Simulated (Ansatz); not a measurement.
# Cs on Cu(110): change of the work function, part 4 of 4

Aim: the work function of Cu(110) at several coverages of Cs (hollow site), and the dipole that each adsorbate carries.

Ansatz 0.2.0; plane-wave DFT, PBE, Ansatz PAW.

So far, work function, upper face (eV): step 2 (the clean slab) 4.43; step 3 (37 atoms, coverage 0.111 ML, cell 3x3) 2.28.

### Step 4. The covered slab, k-mesh 6×6×1, coverage 0.25 ML (continued)

The density of states has structure finer than the step of the table below, so its rows give means over 0.25 eV, whole bins alone (the curve runs from -8 to 1.98 eV). Peaks (eV: height): -2.980: 78.0, -2.680: 86.6, -2.530: 68.9, -2.470: 69.8, -2.290: 77.0, -1.740: 131, -1.620: 125.

The density of states by energy, zero at the Fermi level; means over each step:

```
energy (eV)  density of states (states/eV a cell)
      -7.75                                  1.69
      -7.50                                  1.43
      -7.25                                  1.59
      -7.00                                  1.72
      -6.75                                  1.93
      -6.50                                  2.21
      -6.25                                  1.34
      -6.00                                  1.59
      -5.75                                  3.21
      -5.50                                  4.98
      -5.25                                  4.40
      -5.00                                  6.83
      -4.75                                  7.85
      -4.50                                  15.0
      -4.25                                  20.4
      -4.00                                  26.0
      -3.75                                  32.0
      -3.50                                  40.0
      -3.25                                  41.4
      -3.00                                  57.5
      -2.75                                  63.2
      -2.50                                  51.4
      -2.25                                  62.9
      -2.00                                  58.8
      -1.75                                  97.0
      -1.50                                  66.8
      -1.25                                  7.76
      -1.00                                  6.70
      -0.75                                  6.11
      -0.50                                  6.04
      -0.25                                  5.43
       0.00                                  6.45
       0.25                                  8.48
       0.50                                  6.09
       0.75                                  8.25
       1.00                                  6.81
       1.25                                  6.11
       1.50                                  9.99
       1.75                                  9.61
```

Projected DOS per atom over height of the atomic layer and energy from the Fermi level. Layers: Cu4 Cu4 Cu4 Cu4 Cs from below.

Values in states/eV, 22 rows by 5 columns, each cell a mean:
```
0.21 0.18 0.15 0.17 0.35
0.22 0.18 0.17 0.19 0.42
0.25 0.21 0.20 0.27 0.93
0.26 0.23 0.24 0.27 0.73
0.34 0.29 0.31 0.31 0.26
0.35 0.26 0.29 0.27 0.29
0.46 0.36 0.38 0.33 0.26
4.07 2.45 1.93 1.94 0.05
6.47 3.54 3.80 5.79 0.12
3.94 2.97 3.21 4.21 0.08
3.45 3.78 3.54 4.07 0.05
2.20 3.25 2.89 2.77 0.04
1.05 2.82 2.87 1.99 0.04
0.61 1.82 2.11 0.93 0.02
0.42 0.92 1.12 0.60 0.02
0.25 0.44 0.46 0.32 0.03
0.22 0.32 0.31 0.26 0.04
0.05 0.16 0.15 0.08 0.01
0.05 0.16 0.17 0.08 0.01
0.05 0.16 0.17 0.07 0.01
0.04 0.13 0.14 0.06 0.01
0.04 0.15 0.16 0.06 0.01
```
Columns: height of the atomic layer (Å) from 9 to 15.5 (not evenly spaced); rows upwards: energy from the Fermi level (eV) from -7.96 to 1.95.

Valence density in the ca plane at fractional y = 0.250, with atoms of Cu and Cs within 0.2 Å of it. It is the smooth field of the valence electrons, not physical close to the nuclei.

Values in e/Å³, 10 rows by 16 columns, each cell a mean:
```
 0  0  0  0  0  0  0  0  0  0  0  0  0  0  0  0
 0  0  2  4  0  5  1  0  0  0  0  0  0  0  0  0
 0  0  9 18  0 23  3  0  0  0  0  0  0  0  0  0
 0  0  1  1  0  1  0  0  0  0  0  0  0  0  0  0
 0  0  0  0  0  0  0  0  0  0  0  0  0  0  0  0
 0  0  0  0  0  0  0  0  0  0  0  0  0  0  0  0
 0  0  2  3  0  4  1  0  0  1  1  0  0  0  0  0
 0  0  9 18  0 21  5  0  1  1  1  0  0  0  0  0
 0  0  1  1  0  1  1  0  0  1  0  0  0  0  0  0
 0  0  0  0  0  0  0  0  0  0  0  0  0  0  0  0
```
Columns run along c (16.0 Å, from fractional 0.25 to 0.89 of the cell), rows up along a (7.2 Å). Atoms in or near the plane, at fractional coordinates: Cu at (0.36, 0.25), Cu at (0.47, 0.25), Cu at (0.36, 0.75), Cu at (0.46, 0.75), Cs at (0.62, 0.25).

Electrostatic potential energy in the ca plane at fractional y = 0.250, with atoms of Cu and Cs within 0.2 Å of it. With pseudopotentials it is smooth inside the atoms' cores, unlike the true potential.

Ten even steps from '0' (-44 eV) to '9' (5 eV), each cell a mean:
```
99999999999999999999999999999999999999999999
99999999999999999999999999999999999999999999
99999986458998645899999999999999999999999999
99999851005896100489999999999999999999999999
99999840003885000289999999999999999999999999
99999951005896100489999999999999999999999999
99999986458998645899999999999999999999999999
99999999899999989999999999999999999999999999
99999999999999999999999999999999999999999999
99999999999999999999999999999999999999999999
99999999999999999999999988888999999999999999
99999998789999877899999865557899999999999999
99999973137998412589998743435789999999999999
99999840004896100279998534444789999999999999
99999840004896100279998534444789999999999999
99999973137998411589998743435789999999999999
99999998789999877899999865457899999999999999
99999999999999999999999988888999999999999999
99999999999999999999999999999999999999999999
```
Columns run along c (16.0 Å, from fractional 0.25 to 0.89 of the cell; values clipped at the 3rd and 97th percentile), rows up along a (7.2 Å). Atoms in or near the plane, at fractional coordinates: Cu at (0.36, 0.25), Cu at (0.47, 0.25), Cu at (0.36, 0.75), Cu at (0.46, 0.75), Cs at (0.62, 0.25).

ELF in the ca plane at fractional y = 0.250, with atoms of Cu and Cs within 0.2 Å of it. It is the smooth field of the valence electrons, not physical close to the nuclei.

Ten even steps from '0' (0.00) to '9' (0.88), each cell a mean:
```
00000112232222222222333100000000000000000000
00001111122332222233332210000000000000000000
00001111222222122223322110000000000000000000
00011123542222354222221110000000000000000000
00011125962222497212211100000000000000000000
00011123542222354222221110000000000000000000
00001111222222222223322110000000000000000000
00001111222332222233332210000000000000000000
00000112232222222222333100000000000000000000
00000112232222222222332101332100000000000000
00000111223222222333321146886420000000000000
00001111122332211233311489999741000000000000
00011112322221233222212898789962000000000000
00011125852221377322104983049973100000000000
00011125852221377322104983049973100000000000
00011112322221233222212898799962000000000000
00001111122332111233311489999741000000000000
00000111223222222333321147886420000000000000
00000112232222222222332101232100000000000000
```
Columns run along c (16.0 Å, from fractional 0.25 to 0.89 of the cell), rows up along a (7.2 Å). Atoms in or near the plane, at fractional coordinates: Cu at (0.36, 0.25), Cu at (0.47, 0.25), Cu at (0.36, 0.75), Cu at (0.46, 0.75), Cs at (0.62, 0.25).

The relaxation took 6 steps and lowered the energy by 0.16 eV; the largest force on the free atoms ends at 0.0026 eV/Å.

By hand: a sheet of dipoles makes a step −p/(ε₀A) in the electron's potential. With e/ε₀ = 180.95 V·Å, p = 0.6260 e·Å and A = 36.86 Å², that is −180.95 × (0.6260) / 36.86 = -3.073 eV, and the two vacuum levels of the run differ by -3.073 eV.

The covered face has 1.37 eV, -3.06 eV against the clean one; the bare back face has moved by +0.02 eV, a measure of how thin the slab is.

### Step 5. Work function against coverage

This step: plane-wave DFT, PBE, Ansatz PAW; work function against coverage (Ansatz 0.2.0).

The runs are now put side by side.

This step gave:

* work function of the clean face: 4.434 eV
* largest change of the work function: -3.059 eV

The work function of the covered face by coverage:

```csv
coverage (adsorbates/nm²),work function of the covered face (eV)
0.00,4.43
1.21,2.28
2.71,1.37
```

The dipole per adsorbate comes from the change of the cell's dipole. Coverage, by row:

| coverage (1/nm²) | coverage (ML) | work function (eV) | change (eV) | dipole per adsorbate, positive end outwards (debye) | mean height of the added atoms over the highest substrate atom (Å) |
| --- | --- | --- | --- | --- | --- |
| 1.206 | 0.1111 | 2.282 | -2.152 | 4.825 | 2.732 |
| 2.713 | 0.25 | 1.375 | -3.059 | 3.014 | 2.654 |

### Step 6. Outcome

```yaml
work_function_of_the_clean_face: 4.43 eV
work_function_at_0p11_ml: 2.28 eV
work_function_at_0p25_ml: 1.37 eV
dipole_per_adsorbate_at_0p11_ml_positive_end_outwards: 4.83 D
```

What this shows: Cs lowers the work function of Cu(110) at the lowest coverage, by 2.15 eV: the adsorbate layer has its positive end outwards. The slab has 4 layers, at the tabulated experimental lattice constant, one starting site was run, and quantum-size effects of a slab this thin can reach one or two tenths of an eV.

[Logs are printed without paths, hosts, clocks, repeated set-up lines and the standing remarks that a program may print on its own settings, such as how far it seeks lower states.]

[Hosts, paths, dates, database ids (printed as entryN), source tags and the programs' standing remarks are cut or masked in the printed files.]

[Maps of the electrostatic potential energy from Ansatz leave out the sawtooth potential of an applied field or a dipole correction, so their vacuum need not be flat; planar profiles and work functions include it.]

[The density of states shown here was stored with 400 of the rows of the run's finer table, so its peaks can read low, often by over a quarter, or be missed, and its means over a window can be off by a tenth or more.]
